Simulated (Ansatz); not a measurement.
# TlBiSe3 (model cell, started as cubic perovskite with Bi in the octahedra): relaxing the cell for a phonon run

Aim: bring TlBiSe3 (model cell, started as cubic perovskite with Bi in the octahedra) to small forces and stress, as phonons need.

Program: Ansatz 0.2.0. Level of theory: DFT PBEsol, scalar-relativistic, plane waves, PAW; PAW set soft_1. Results are calculated unless marked as measured.

Report form: the programs' logs are mostly left out.

The structure was built from a prototype and need not be the compound's stable phase.

### 1. Starting point

Symmetry: Pm-3m, No. 221, cubic system. Conventional cell: a = 5.370 Å, b = 5.370 Å, c = 5.370 Å, α = 90.00°, β = 90.00°, γ = 90.00°. Nearest to Tl lie 12 Se at 3.80 Å. Nearest to Bi lie 6 Se at 2.69 Å. Se has 2 Bi at 2.69 Å nearest. Farther neighbours and most contacts between anions are not listed.

### 2. A coarse first look

First a cheap look: the gap decides the mesh and the occupations, the pressure tells how far the cell has to move.

File input.yaml:

```yaml
crystal:
  lattice:
    - [5.3704, 0.0, 0.0]
    - [0.0, 5.3704, 0.0]
    - [0.0, 0.0, 5.3704]
  atoms:
    - { symbol: Tl, position: [0.0, 0.0, 0.0] }
    - { symbol: Bi, position: [0.5, 0.5, 0.5] }
    - { symbol: Se, position: [0.5, 0.5, 0.0] }
    - { symbol: Se, position: [0.5, 0.0, 0.5] }
    - { symbol: Se, position: [0.0, 0.5, 0.5] }
kpoints:
  mp_grid: { grid: [4, 4, 4] }
hamiltonian:
  xc: pbesol
  pseudopotentials: { kind: paw, azcp: { folder: soft_1 }, xc_functional: pbe }
scf:
  occupations: { method: gaussian, width: 0.1 }
output:
  forces: true
  stress: true
  eigenvalues: true
```

Launch:

```bash
> ansatz run input.yaml --threads 4 --pin off --max-ram 16384MiB --backend cpu --events-out ev --progress --plain --runs-dir out
```

It took 1.4 s on 4 threads of Arm Neoverse V2, shared host; peak memory 0.5 GiB.

Numbers from this step:

| Quantity | Value |
| --- | --- |
| pressure | 1.331 GPa |
| volume per atom | 30.98 Å³ |
| gap on the k-mesh | 0 eV |

The coarse mesh shows no gap and a pressure of 1.3 GPa.

### 3. Bringing the structure to rest

Harmonic phonons are second derivatives at a point where the forces vanish, and they are wanted at zero stress, so atoms and cell are relaxed first.

Edit input.yaml of step 2 so:

```diff
@@ -12,3 +12,3 @@
 kpoints:
-  mp_grid: { grid: [4, 4, 4] }
+  mp_grid: { grid: [8, 8, 8] }
 hamiltonian:
@@ -22 +22,10 @@
   eigenvalues: true
+  write_density: true
+  write_potential: true
+  elf: true
+  volumetric_format: npy
+relax:
+  adjacent_minimum: "off"
+  f_tol: 0.005
+  max_steps: 80
+  cell: { stress_tol: 0.05 }
```

The job ended after 16 s (4 threads; peak memory 0.64 GiB; 64 s of CPU time).

The steps of the relaxation:

```
step  energy less that of the first step (eV)  largest force component (eV/Å)  pressure (GPa)  volume (Å³)
   1                                   0.0000                          0.0000            1.85       154.89
   2                                  -0.0410                          0.0000            0.10       161.99
   3                                  -0.0411                          0.0000            0.01       162.42
  4*                                  -0.0416                          0.0000            0.01       162.42
```

Relaxation steps marked * repeat the geometry before them on a plane-wave basis chosen anew for their cell, so energy and pressure can jump there.

The run keeps the 48 symmetry operations that it works with, so distortions that break them were not tested.

```
conventional cell, symmetrised  before  after  change
                         a (Å)   5.370  5.456  +1.6 %
                         b (Å)   5.370  5.456  +1.6 %
                         c (Å)   5.370  5.456  +1.6 %
              volume (Å³/atom)   30.98  32.48  +4.9 %
```

Final coordinates:

```xyz
5
Lattice="5.4560 0.0000 0.0000 0.0000 5.4560 0.0000 0.0000 0.0000 5.4560" Properties=species:S:1:pos:R:3 pbc="T T T"
Tl    0.0000    0.0000    0.0000
Bi    2.7280    2.7280    2.7280
Se    2.7280    2.7280    0.0000
Se    2.7280    0.0000    2.7280
Se    0.0000    2.7280    2.7280
```

This step gave:

| Quantity | Value |
| --- | --- |
| pressure | 0.007838 GPa |
| volume per atom | 32.48 Å³ |

Valence density in the ac plane at fractional y = 0.500, with atoms of Bi and Se within 0.2 Å of it. It is the smooth field of the valence electrons, not physical close to the nuclei.

Ten steps, logarithmic in the rise over the least value, from '0' (0 e/Å³) to '9' (45 e/Å³), each cell a mean:
```
000012587310000
000001233210000
000000111100000
000000111000000
110000122100011
421111344210123
852113565421137
962113566421138
631112455311125
211001233100012
100000111100001
000000111100000
000001122100000
000001365210000
000012698410000
```
Columns run along a (5.5 Å), rows up along c (5.5 Å). Atoms in or near the plane, at fractional coordinates: Bi at (0.50, 0.50), Se at (0.50, 0.00), Se at (0.00, 0.50).

ELF in the ac plane at fractional y = 0.500, with atoms of Bi and Se within 0.2 Å of it. It is the smooth field of the valence electrons, not physical close to the nuclei.

Ten even steps from '_' (0.01) to '@' (0.81), each cell a mean:
```
____..**@@@@##::==%%@@%%--____
______--##@@%%##%%@@%%++..____
==::....--**##%%####++::__..--
%%##--....--==++++==::..::++%%
@@@@##--::--========::::++%%@@
%%@@%%++--====----======##@@%%
--**%%**====::....--==++##%%==
..++%%**====::::..--==++%%##::
**%%%%**====--::::======##%%##
@@@@%%==----========----**@@@@
@@%%++::..--======--::..--##@@
**==::..::==******++--....--**
::..__::++%%%%%%%%%%##--..__..
____..==%%@@%%++**@@@@##::____
____::**@@@@**..--%%@@%%==____
```
Columns run along a (5.5 Å), rows up along c (5.5 Å). Atoms in or near the plane, at fractional coordinates: Bi at (0.50, 0.50), Se at (0.50, 0.00), Se at (0.00, 0.50).

Electrostatic potential energy in the ac plane at fractional y = 0.500, with atoms of Bi and Se within 0.2 Å of it. With pseudopotentials it is smooth inside the atoms' cores, unlike the true potential.

Ten even steps from '_' (-46 eV) to '@' (11 eV), each cell a mean:
```
@@@@@@@@@@**##@@%%**##@@@@@@@@
@@@@@@@@@@%%********%%@@@@@@@@
@@@@@@@@@@@@%%####%%@@@@@@@@@@
@@@@@@@@@@@@%%%%%%%%@@@@@@@@@@
##%%@@@@@@%%**++++##%%@@@@%%##
****##%%%%**::....==##%%%%****
@@##**%%##--______..++%%##**%%
@@%%**%%##--______..++%%##**@@
%%**##%%%%==..____::**%%%%**##
**##%%@@%%##==----**%%@@@@%%**
%%@@@@@@@@%%%%####%%@@@@@@@@@@
@@@@@@@@@@@@%%%%%%%%@@@@@@@@@@
@@@@@@@@@@%%##****##@@@@@@@@@@
@@@@@@@@@@##**%%##**%%@@@@@@@@
@@@@@@@@%%**%%@@@@**##@@@@@@@@
```
Columns run along a (5.5 Å; values clipped at the 3rd and 97th percentile), rows up along c (5.5 Å). Atoms in or near the plane, at fractional coordinates: Bi at (0.50, 0.50), Se at (0.50, 0.00), Se at (0.00, 0.50).

In this step the volume went from 30.98 to 32.48 Å³/atom.

### 4. Relaxing to small forces for the phonons

Phonons need a cell at rest on their own settings, so the relaxation is repeated with tight tolerances on forces and stress, using the mesh and the filling of the phonon run that follows.

File input.yaml:

```yaml
crystal:
  lattice:
    - [5.4560481392, 0.0, 0.0]
    - [0.0, 5.4560481392, 0.0]
    - [0.0, 0.0, 5.4560481392]
  atoms:
    - { symbol: Tl, position: [0.0, 0.0, 0.0] }
    - { symbol: Bi, position: [0.5, 0.5, 0.5] }
    - { symbol: Se, position: [0.5, 0.5, 0.0] }
    - { symbol: Se, position: [0.5, 0.0, 0.5] }
    - { symbol: Se, position: [0.0, 0.5, 0.5] }
kpoints:
  mp_grid: { grid: [8, 8, 8] }
hamiltonian:
  xc: pbesol
  pseudopotentials: { kind: paw, azcp: { folder: soft_1 }, xc_functional: pbe }
scf:
  occupations: { method: methfessel_paxton, width: 0.2 }
output:
  forces: true
  stress: true
  eigenvalues: true
relax:
  adjacent_minimum: "off"
  f_tol: 0.001
  max_steps: 60
  cell: { stress_tol: 0.01 }
```

Run time: 8.4 s. Hardware: 4 threads; peak memory 0.63 GiB; 32 s of CPU time.

Little changed from the start: no atom moved by 0.005 Å and no cell edge by 0.1 %.

Numbers from this step:

| Quantity | Value |
| --- | --- |
| pressure | 0.008749 GPa |

The forces vanish by symmetry and the pressure is 0.009 GPa, within the tolerances set. The cell now holds 32.48 Å³/atom.

### 5. What came out

| Item | Value |
| --- | --- |
| space group after relaxation (within 0.01 Å) | Pm-3m |
| lattice constant a | 5.456 Å |
| lattice constant b | 5.456 Å |
| lattice constant c | 5.456 Å |
| volume per atom | 32.5 Å³ |

What this shows: The forces vanish by symmetry and the pressure is 0.009 GPa, within the tolerances set. The cell now holds 32.48 Å³/atom. The relaxation keeps the symmetry of its start, so it says nothing on stability against lower symmetry. Spin-orbit coupling is left out, which can matter for the heavy elements here. The PAW files were made for PBE and serve the other functionals too. The starting cell was built on a prototype and not taken from a measurement, so the phase need not exist.

[Logs are printed without paths, hosts, clocks, repeated set-up lines and the standing remarks that a program may print on its own settings, such as how far it seeks lower states.]

[Hosts, paths, dates, database ids (printed as entryN), source tags and the programs' standing remarks are cut or masked in the printed files.]
